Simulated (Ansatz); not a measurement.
# Y3Zn, from a guessed structure to a relaxed one, part 2 of 2

This structure for Y3Zn is made up. Its elements were placed in a known structure type with a cell scaled to their sizes. What cell does the guess relax to, and how far off was it?

Ansatz 0.2.0; DFT, PBEsol, plane-wave PAW, files of the set soft_1, scalar-relativistic, no spin, cell and ions relaxed at zero pressure; PAW set soft_1 (the session's first sound run).

So far: Starting point; Relaxation of the guess. The relaxed cell has a = 4.683 Å (conventional setting).

### 3. Electronic structure of the relaxed cell

A second self-consistent run takes a narrower smearing and the mesh shown in its input; the bands follow along the standard path of the relaxed lattice.

This step: DFT, PBEsol, plane-wave PAW, files of the set soft_1, scalar-relativistic, no spin, bands and density of states at the relaxed cell; PAW set soft_1 (Ansatz 0.2.0).

Input file input.yaml:

```yaml
crystal:
  lattice:
    - [4.6828014703, 0.0, 0.0]
    - [0.0, 4.6828014703, 0.0]
    - [0.0, 0.0, 4.6828014703]
  atoms:
    - { symbol: "Y", position: [0.5, 0.5, 0.0] }
    - { symbol: "Y", position: [0.5, 0.0, 0.5] }
    - { symbol: "Y", position: [0.0, 0.5, 0.5] }
    - { symbol: Zn, position: [0.0, 0.0, 0.0] }
kpoints:
  mp_grid: { grid: [8, 8, 8] }
  band_path:
    path:
      - [[0.0, 0.0, 0.0], [0.0, 0.5, 0.0], [0.5, 0.5, 0.0], [0.0, 0.0, 0.0], [0.5, 0.5, 0.5], [0.0, 0.5, 0.0]]
      - [[0.5, 0.5, 0.0], [0.5, 0.5, 0.5]]
    npoints: 13
scf:
  occupations: { method: fermi_dirac, width: 0.03 }
  n_extra_bands: 8
hamiltonian:
  xc: pbesol
  pseudopotentials: { kind: paw, azcp: { folder: soft_1 }, xc_functional: pbe }
output:
  forces: true
  stress: true
  write_bands: true
  dos: { projected: true }
  write_density: true
  write_potential: true
  elf: true
  volumetric_format: npy
```

On the command line:

```sh
$ ansatz run input.yaml --threads 4 --pin off --max-ram 8192MiB --backend cpu --events-out ev --progress --plain --runs-dir out
```

Numbers of over 12 decimals in the logs are rounded to 6 here.

Output:

```text
[...]
Crystal: 4 atoms, lattice volume = 102.687 Å³
Basis set: ecut = 420 eV, 2007 PW (Γ), exchange–correlation on 64×64×64 points (8 copies of the dense FFT grid, shifted against one another)
Bands: 31, of which v1, the nominal top of the filled ones, is band 23 counted from 1 (22 counted from 0)
Symmetry: 48 space group operations
[...]
k-points: 35 of 512
[...]
SCF iter   1: F=—  HF=-14668.354324 eV  |F-HF|=—  |Δ(HF+E_count)|=         —  Δρ=1.04e-1  dr2=1.19e1  ethr=3.10e-3  ⟨swp⟩=5.8  Hψ=4595  notcnv=0
[...]
SCF iter  10: F=-14666.335936 eV  HF=-14666.335936 eV  |F-HF|=4.27e-10  |Δ(HF+E_count)|=   1.00e-7  Δρ=8.46e-7  dr2=8.80e-10  ethr=2.22e-10  ⟨swp⟩=14.1  Hψ=6983  notcnv=0
SCF 1 converged in 10 iterations: F = -14666.335936 eV  dr2 = 8.80e-10
[...]
NSCF: frozen V_eff on 80 k-points
SCF converged after 10 iterations
Free energy (F): -14666.335936 eV
[...]
Internal energy: -14666.318818 eV  (E = F + TS)
E sigma→0 (E₀):  -14666.327377 eV
Entropy (-TS):   -0.017118 eV (-4.280 meV/atom)
Fermi energy:    10.540379 eV
[...]
--- Stress (GPa, compression-positive) ---
       -0.211373       0.000000       0.000000
        0.000000      -0.211373      -0.000000
        0.000000       0.000000      -0.211373
  P = ⅓ Tr σ = -0.2114 GPa (-2.114 kbar)
--- Band table (eV; the first three rows and the last of 35) ---
  k-point 0: bands = [... 19 lower, 9.8380, 9.8380, 10.0568, 10.0568, 10.0568, 12.3144, 12.3144, 12.3144, ... 4 higher]
  k-point 1: bands = [... 19 lower, 9.6405, 9.9861, 10.0934, 10.0934, 10.1026, 12.1397, 12.1397, 12.1886, ... 4 higher]
  k-point 2: bands = [... 19 lower, 9.1333, 10.1640, 10.1640, 10.2249, 10.4068, 11.9195, 11.9195, 12.1564, ... 4 higher]
  k-point 34: bands = [... 19 lower, 9.1298, 9.1298, 10.7316, 10.7316, 10.7316, 11.9989, 12.3005, 12.3005, ... 4 higher]
```

Elapsed: 3.7 s, on 4 threads of Arm Neoverse V1, shared host; peak memory 0.44 GiB; 14 s of CPU time.

Numbers from this step:

- free energy: -14666.3359 eV
- energy at zero smearing: -14666.3274 eV
- smearing term TS: 0.01712 eV
- Fermi energy: 10.54 eV
- pressure: -0.2114 GPa

From bands.tsv, the bands that come nearest the Fermi level along the path, at its corners, in eV from the Fermi level:

| point | band 19 | band 20 | band 21 | band 22 | band 23 | band 24 | band 25 | band 26 |
| --- | --- | --- | --- | --- | --- | --- | --- | --- |
| Γ | -2.93 | -0.70 | -0.70 | -0.48 | -0.48 | -0.48 | 1.77 | 1.77 |
| X | -3.27 | -1.43 | -0.34 | -0.34 | -0.10 | 0.80 | 1.43 | 1.43 |
| M | -1.95 | -1.95 | -0.80 | -0.64 | 0.42 | 0.46 | 0.46 | 1.64 |
| Γ | -2.93 | -0.70 | -0.70 | -0.48 | -0.48 | -0.48 | 1.77 | 1.77 |
| R | -1.41 | -1.41 | -1.41 | 0.19 | 0.19 | 0.19 | 1.46 | 1.76 |
| X | -3.27 | -1.43 | -0.34 | -0.34 | -0.10 | 0.80 | 1.43 | 1.43 |
| M | -1.95 | -1.95 | -0.80 | -0.64 | 0.42 | 0.46 | 0.46 | 1.64 |
| R | -1.41 | -1.41 | -1.41 | 0.19 | 0.19 | 0.19 | 1.46 | 1.76 |

States per cell as run, both spins, in windows of 1 eV, from dos.tsv (zero at the Fermi level):

```csv
from,to,total
-8,-7,0.00
-7,-6,10.00
-6,-5,0.28
-5,-4,1.54
-4,-3,0.22
-3,-2,1.79
-2,-1,2.18
-1,0,4.82
0,1,4.67
1,2,4.50
```

Below -8 eV lie 24.0 more states.

Valence density in the ac plane at fractional y = 0.000, with atoms of Y and Zn within 0.2 Å of it. It is the smooth field of the valence electrons, not physical close to the nuclei.

Values in e/Å³, 14 rows by 14 columns, each cell a mean:
```
19  6  1  0  0  0  0  0  0  0  0  0  2 11
 3  1  0  0  0  0  0  0  0  0  0  0  1  2
 0  0  0  0  0  0  0  0  0  0  0  0  0  0
 0  0  0  0  0  0  0  0  0  0  0  0  0  0
 0  0  0  0  0  1  2  2  1  1  0  0  0  0
 0  0  0  0  1  2  3  3  3  1  0  0  0  0
 0  0  0  0  1  3  3  3  3  2  0  0  0  0
 0  0  0  0  1  2  3  3  3  2  0  0  0  0
 0  0  0  0  0  1  2  3  2  1  0  0  0  0
 0  0  0  0  0  0  1  1  1  0  0  0  0  0
 0  0  0  0  0  0  0  0  0  0  0  0  0  0
 1  1  0  0  0  0  0  0  0  0  0  0  0  1
10  3  1  0  0  0  0  0  0  0  0  0  1  6
34 10  1  0  0  0  0  0  0  0  0  0  3 19
```
Columns run along a (4.7 Å), rows up along c (4.7 Å). Atoms in or near the plane, at fractional coordinates: Y at (0.50, 0.50), Zn at (0.00, 0.00).

ELF in the ac plane at fractional y = 0.000, with atoms of Y and Zn within 0.2 Å of it. It is the smooth field of the valence electrons, not physical close to the nuclei.

Values, 14 rows by 14 columns, each cell a mean:
```
0.00 0.03 0.14 0.24 0.41 0.46 0.44 0.43 0.45 0.46 0.34 0.20 0.10 0.01
0.07 0.12 0.20 0.31 0.41 0.36 0.28 0.25 0.31 0.39 0.39 0.25 0.17 0.10
0.19 0.22 0.29 0.38 0.31 0.18 0.12 0.11 0.14 0.23 0.36 0.35 0.25 0.20
0.32 0.36 0.40 0.30 0.16 0.18 0.29 0.33 0.24 0.15 0.20 0.36 0.39 0.34
0.46 0.44 0.33 0.16 0.23 0.57 0.77 0.80 0.71 0.43 0.15 0.23 0.39 0.46
0.48 0.41 0.23 0.12 0.45 0.80 0.82 0.77 0.84 0.71 0.24 0.14 0.31 0.45
0.47 0.37 0.17 0.12 0.58 0.83 0.67 0.49 0.77 0.80 0.33 0.11 0.25 0.43
0.48 0.39 0.20 0.12 0.52 0.83 0.76 0.67 0.82 0.77 0.29 0.12 0.28 0.44
0.47 0.43 0.29 0.14 0.32 0.70 0.83 0.83 0.80 0.57 0.18 0.18 0.36 0.46
0.40 0.42 0.39 0.23 0.16 0.32 0.52 0.58 0.45 0.23 0.16 0.31 0.41 0.41
0.23 0.26 0.35 0.37 0.23 0.14 0.12 0.12 0.12 0.16 0.30 0.38 0.31 0.24
0.13 0.17 0.23 0.35 0.39 0.29 0.20 0.17 0.23 0.33 0.40 0.29 0.20 0.14
0.02 0.06 0.17 0.26 0.42 0.43 0.39 0.37 0.41 0.44 0.36 0.22 0.12 0.03
0.00 0.02 0.13 0.23 0.40 0.47 0.48 0.47 0.48 0.46 0.32 0.19 0.07 0.00
```
Columns run along a (4.7 Å), rows up along c (4.7 Å). Atoms in or near the plane, at fractional coordinates: Y at (0.50, 0.50), Zn at (0.00, 0.00).

Electrostatic potential energy in the ac plane at fractional y = 0.000, with atoms of Y and Zn within 0.2 Å of it. With pseudopotentials it is smooth inside the atoms' cores, unlike the true potential.

Values in eV, 14 rows by 14 columns, each cell a mean:
```
-49 -41 -14   9  13  14  14  14  14  14  12   2 -26 -47
-31 -19   0  11  13  13  12  12  12  13  12   8  -7 -26
 -1   5  10  12  12  10   9   9   9  11  12  11   8   2
 12  12  12  11   9   5   0  -2   2   7  10  12  12  12
 14  13  12  10   3 -10 -24 -28 -19  -4   7  11  13  14
 14  13  12   7  -6 -28 -42 -45 -38 -19   2   9  12  14
 14  13  11   6 -12 -37 -47 -48 -45 -28  -2   9  12  14
 14  13  11   6  -9 -33 -46 -47 -42 -24   0   9  12  14
 14  13  12   9   0 -18 -33 -37 -28 -10   5  10  13  14
 13  13  12  11   7   0  -9 -12  -6   3   9  12  13  13
  8  10  12  12  11   9   6   6   7  10  11  12  11   9
-18  -8   6  12  12  12  11  11  12  12  12  10   0 -14
-45 -33  -8  10  13  13  13  13  13  13  12   5 -19 -41
-49 -45 -18   8  13  14  14  14  14  14  12  -1 -31 -49
```
Columns run along a (4.7 Å; values clipped at the 3rd and 97th percentile), rows up along c (4.7 Å). Atoms in or near the plane, at fractional coordinates: Y at (0.50, 0.50), Zn at (0.00, 0.00).

### 4. Results

```yaml
space_group_relaxed: Pm-3m
conventional_cell: a = 4.683, b = 4.683, c = 4.683 Å; α = 90.0°, β = 90.0°, γ = 90.0°
volume_per_atom: 25.67 Å³ (guess 24.73)
```

Y3Zn relaxes to Pm-3m with a = 4.683, b = 4.683 and c = 4.683 Å. The guessed volume was 4 % too small. The space group Pm-3m was held in the relaxation, so the end point is a stationary structure within it and may be a saddle against distortions or other arrangements. Bands cross the Fermi level, so it is a metal or semimetal at this level. The electron count is odd, which forces that without spin polarisation or a larger cell. On the 8×8×8 mesh with the narrower smearing (relaxed on 6×6×6) the forces vanish, as symmetry may demand, and the largest stress component is 0.211 GPa, against the relaxation's thresholds of 0.015 eV/Å and 0.05 GPa. The cutoff wasn't tested. No dispersion term is used, so weakly bound directions may come out too long. Nothing here tests whether the compound is stable against decomposition.

[Logs are printed without paths, hosts, clocks, repeated set-up lines and the standing remarks that a program may print on its own settings, such as how far it seeks lower states.]

[Hosts, paths, dates, database ids (printed as entryN), source tags and the programs' standing remarks are cut or masked in the printed files.]
